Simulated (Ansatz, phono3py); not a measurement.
# KI (Fm-3m): lattice thermal conductivity, part 2 of 4

Aim: the lattice thermal conductivity of KI against temperature, and which phonons carry it.

Measurements to reproduce:
- thermal conductivity 2.6 W/m/K near room temperature (given in “Combining the AFLOW GIBBS and Elastic Libraries to efficiently and robustly screen thermo-mechanical properties of solids”, 2017, arXiv:1611.05714)
- thermal conductivity 2.6 W/m/K near room temperature (given in “Predicting the lattice thermal conductivity of solids by solving the Boltzmann transport equation: AFLOW - AAPL an automated, accurate and efficient framework”, 2017, arXiv:1611.05481)

Ansatz 0.2.0; DFT LDA, scalar-relativistic, plane waves, PAW; PAW set soft_1.

So far. Step 2 (A first coarse run): The start is under -1.3 GPa at this level and looks like an insulator or semiconductor on this mesh. The relaxed cell has a = 6.823 Å (conventional setting).

### Step 4. A second relaxation

The relaxation is run once more from where the first one ended, as the script does after a large change of volume or of the gap, with mesh and occupations reviewed.

Input file input.yaml:

```yaml
crystal:
  lattice:
    - [0.0, 3.4115742948, 3.4115742948]
    - [3.4115742948, 0.0, 3.4115742948]
    - [3.4115742948, 3.4115742948, 0.0]
  atoms:
    - { symbol: K, position: [0.0, 0.0, 0.0] }
    - { symbol: I, position: [0.5, 0.5, 0.5] }
kpoints:
  mp_grid: { grid: [6, 6, 6] }
hamiltonian:
  xc: lda
  pseudopotentials: { kind: paw, azcp: { folder: soft_1 }, xc_functional: pbe }
scf:
  occupations: { method: gaussian, width: 0.02 }
  lower_state_search: "off"
output:
  forces: true
  stress: true
  eigenvalues: true
  write_density: true
  write_potential: true
  elf: true
  volumetric_format: npy
relax:
  adjacent_minimum: "off"
  f_tol: 0.005
  max_steps: 80
  cell: { stress_tol: 0.05 }
```

On the command line:

```bash
$ ansatz run input.yaml --threads 8 --pin off --max-ram 19456MiB --backend cpu --events-out ev --progress --plain --runs-dir out
```

Numbers of over 12 decimals in the logs are rounded to 6 here.

Output:

```text
[...]
Crystal: 2 atoms, lattice volume = 79.414 Å³
Basis set: ecut = 420 eV, 1471 PW (Γ)
Bands: 17, of which v1, the nominal top of the filled ones, is band 13 counted from 1 (12 counted from 0)
Symmetry: 48 space group operations
[...]
k-points: 16 of 216
[...]
SCF iter   1: F=—  HF=-8856.436692 eV  |F-HF|=—  |Δ(HF+E_count)|=         —  Δρ=4.34e-2  dr2=2.90e0  ethr=3.10e-3  ⟨swp⟩=7.4  Hψ=1649  notcnv=0
[...]
SCF iter   7: F=-8855.178427 eV  HF=-8855.178427 eV  |F-HF|=4.56e-9  |Δ(HF+E_count)|=   1.49e-7  Δρ=2.22e-6  dr2=5.39e-9  ethr=3.85e-10  ⟨swp⟩=11.9  Hψ=2267  notcnv=0
SCF 1 converged in 7 iterations: F = -8855.178427 eV  dr2 = 5.39e-9
[...]
relax step   1: F+E_penalty+E_count = -8855.17842739 eV  Δ(F+E_penalty+E_count) = +0.000e0 eV  max|allowed force component| = 1.893e-29 eV/Å  Δτ_max = 0.0000 Å  P = -0.037 GPa  Ω = 79.414 Å³  (7 SCF iters, dr2 threshold 1.00e-7 eV, accepted)
[...]
SCF iter   4: F=-8855.178427 eV  HF=-8855.178427 eV  |F-HF|=3.64e-12  |Δ(HF+E_count)|=  1.09e-11  Δρ=1.12e-7  dr2=3.76e-12  ethr=1.00e-12  ⟨swp⟩=5.0  Hψ=1073  notcnv=0
SCF 2 converged in 4 iterations: F = -8855.178427 eV  dr2 = 3.76e-12
relax step   2: F+E_penalty+E_count = -8855.17842740 eV  Δ(F+E_penalty+E_count) = -2.527e-9 eV  max|allowed force component| = 2.340e-29 eV/Å  Δτ_max = 0.0000 Å  P = -0.037 GPa  Ω = 79.414 Å³  stress off target by 3.67e-2 GPa  SCF on the basis re-selected at this cell (its energy is not comparable with the rows above)  (4 SCF iters)
basis re-selected at this cell: Δ(F+E_penalty+E_count) = -2.527e-9 eV, ΔP = +0.000 GPa vs the last step (what re-selecting the basis moved, of the pressure what is left beyond the Pulay correction that the steps carried, after the strain that the cell walked since its last selection, with what the two solves' SCF thresholds leave and, on support functions, any second-order correction that the steps lacked; it is no m [...]
SCF converged after 4 iterations
Free energy (F): -8855.178427 eV
[...]
Internal energy: -8855.178427 eV  (E = F + TS)
E sigma→0 (E₀):  -8855.178427 eV
Fermi energy:    4.851288 eV
[...]
--- Stress (GPa, compression-positive) ---
       -0.036738      -0.000000       0.000000
        0.000000      -0.036738      -0.000000
        0.000000       0.000000      -0.036738
  P = ⅓ Tr σ = -0.0367 GPa (-0.367 kbar)
--- Band table (eV; the first three rows and the last of 16) ---
  k-point 0: bands = [... 9 lower, -7.8695, 2.9198, 2.9198, 2.9198, 6.7827, 9.1616, 9.1616, 9.1616]
  k-point 1: bands = [... 9 lower, -7.7263, 2.3826, 2.7953, 2.7953, 7.4861, 9.1085, 9.4858, 9.4858]
  k-point 2: bands = [... 9 lower, -7.4862, 1.5955, 2.5696, 2.5696, 8.1421, 9.9743, 10.2904, 10.2904]
  k-point 15: bands = [... 9 lower, -7.5791, 1.8604, 2.2297, 2.2301, 8.2828, 9.3479, 10.2773, 11.3657]
--- Relaxed structure (1 steps of the walk, 1 accepted, 1 SCFs on fresh bases) ---
[...]
cell:  # Å, volume = 79.4135 Å³
    - [0.0, 3.4115742948, 3.4115742948]
    - [3.4115742948, 0.0, 3.4115742948]
    - [3.4115742948, 3.4115742948, 0.0]
  atoms:
    - { symbol: K, position: [0.0, 0.0, 0.0] }
    - { symbol: I, position: [0.500000, 0.500000, 0.500000] }
```

Wall time 0.69 s (8 threads of Arm Neoverse V2, shared host); peak memory 0.36 GiB.

Little changed from the start: no atom moved by 0.005 Å and no cell edge by 0.1 %.

Valence density in the ac plane of the conventional cell at fractional y = 0.000, with atoms of K and I within 0.2 Å of it. It is the smooth field of the valence electrons, not physical close to the nuclei.

Ten steps, logarithmic in the rise over the least value, from '0' (0 e/Å³) to '9' (13 e/Å³), each cell a mean:
```
7641012589963201357
6520012357642100145
3210001233321000012
0000000112110000000
1100000000000000001
2210000011100000122
4421000134421001234
8742101366642001358
9853102477763112379
9842101467753012369
7532101356541001346
3321000123210000123
1110000000000000011
0000000011100000000
1100000122221000001
4310001344432100124
6531012478853100256
7641013589973211367
```
Columns run along a (6.8 Å), rows up along c (6.8 Å), edges of the conventional cell, whose origin can differ from the input's. Atoms in or near the plane, at fractional coordinates: K at (0.00, 0.00), K at (0.50, 0.50), I at (0.50, 0.00), I at (0.00, 0.50).

ELF in the ac plane of the conventional cell at fractional y = 0.000, with atoms of K and I within 0.2 Å of it. It is the smooth field of the valence electrons, not physical close to the nuclei.

Ten even steps from '_' (0.02) to '@' (0.86), each cell a mean:
```
%%@@%%::..**%%**------++##%%--..**@@@@
@@@@**..__**%%##++==++##%%%%::__==%%@@
**==..____==%%%%%%##%%%%%%**..__..--++
__________..==**########**--__________
====--::____....::::::....____..--====
%%%%%%**::______..::..______..==##%%%%
**##%%%%++____==##%%%%**::__::##%%%%##
--==##%%**__::%%@@@@@@@@++__--%%%%**--
==--**%%**__--@@@@##%%@@**..--%%##==--
----**%%**__--%%@@%%@@@@**__--%%##==--
==**%%%%++__..**@@@@@@%%--__--%%%%**++
##%%%%%%==____::==**++--____::**%%%%%%
####**==..____________________--**####
::::..______::--========--..____....::
::..______::**%%%%%%%%%%##==..______..
%%##==____++%%%%##**##%%%%##::__::**%%
@@@@##::..**%%##==----**%%%%::__++@@@@
##@@@@--..**%%**--==--==##%%--..##@@%%
```
Columns run along a (6.8 Å), rows up along c (6.8 Å), edges of the conventional cell, whose origin can differ from the input's. Atoms in or near the plane, at fractional coordinates: K at (0.00, 0.00), K at (0.50, 0.50), I at (0.50, 0.00), I at (0.00, 0.50).

Electrostatic potential energy in the ac plane of the conventional cell at fractional y = 0.000, with atoms of K and I within 0.2 Å of it. With pseudopotentials it is smooth inside the atoms' cores, unlike the true potential.

Ten even steps from '0' (-38 eV) to '9' (8 eV), each cell a mean:
```
0158998227515999730
2479998511138999863
7899999875689999987
9999999999999999999
9999999999999999999
8999999998999999998
2489999875689999863
3148998620148999612
9327998400027998417
7228998510037999515
1169999742368999731
5789999987789999986
9999999999999999999
9999999999999999999
8999999998899999999
5789999742368999976
0269998413217999841
0058997149715999720
```
Columns run along a (6.8 Å; values clipped at the 3rd and 97th percentile), rows up along c (6.8 Å), edges of the conventional cell, whose origin can differ from the input's. Atoms in or near the plane, at fractional coordinates: K at (0.00, 0.00), K at (0.50, 0.50), I at (0.50, 0.00), I at (0.00, 0.50).

### Step 5. Tight relaxation

The thresholds are tightened for a last relaxation ahead of the phonons, and where mesh or smearing change with them the cell follows.

input.yaml, the sections that differ from step 4:

```yaml
scf:
  occupations: { method: fixed }
  lower_state_search: "off"
output:
  forces: true
  stress: true
  eigenvalues: true
relax:
  adjacent_minimum: "off"
  f_tol: 0.001
  max_steps: 60
  cell: { stress_tol: 0.01 }
# crystal, kpoints, hamiltonian: as in step 4
```

Output:

```text
[...]
Crystal: 2 atoms, lattice volume = 79.414 Å³
Basis set: ecut = 420 eV, 1471 PW (Γ)
Bands: 17, of which v1, the nominal top of the filled ones, is band 13 counted from 1 (12 counted from 0)
Symmetry: 48 space group operations
[...]
k-points: 16 of 216
[...]
k-point 15: bands = [... 9 lower, -7.5599, 1.8777, 2.2476, 2.2485, 8.3015, 9.3752, 10.3018, 11.3949]
--- Relaxed structure (3 steps of the walk, 3 accepted, 1 SCFs on fresh bases) ---
[...]
cell:  # Å, volume = 79.2300 Å³
    - [0, 3.408945, 3.408945]
    - [3.408945, 0, 3.408945]
    - [3.408945, 3.408945, 0]
  atoms:
    - { symbol: K, position: [0, 0, 0] }
    - { symbol: I, position: [0.5, 0.5, 0.5] }
[key lines of the parts left out:]
SCF converged after 6 iterations
Free energy (F): -8855.178445 eV
Fermi energy:    2.940647 eV
P = ⅓ Tr σ = 0.0001 GPa (0.001 kbar)
```

It took 1.1 s on 8 threads; peak memory 0.36 GiB; 5.7 s of CPU time.

Little changed from the start: no atom moved by 0.005 Å and no cell edge by 0.1 %.

This step gave:

```
pressure          : 1.04e-4 GPa
gap on the k-mesh : 3.869 eV
volume per atom   : 39.62 Å³/atom
```

The residual pressure is 1.0e-4 GPa, small enough for phonons.

[end of part 2 of 4]

[Logs are printed without paths, hosts, clocks, repeated set-up lines and the standing remarks that a program may print on its own settings, such as how far it seeks lower states.]

[Hosts, paths, dates, database ids (printed as entryN), source tags and the programs' standing remarks are cut or masked in the printed files.]

[A step with changed settings may run another functional than the one named; its input shows which.]
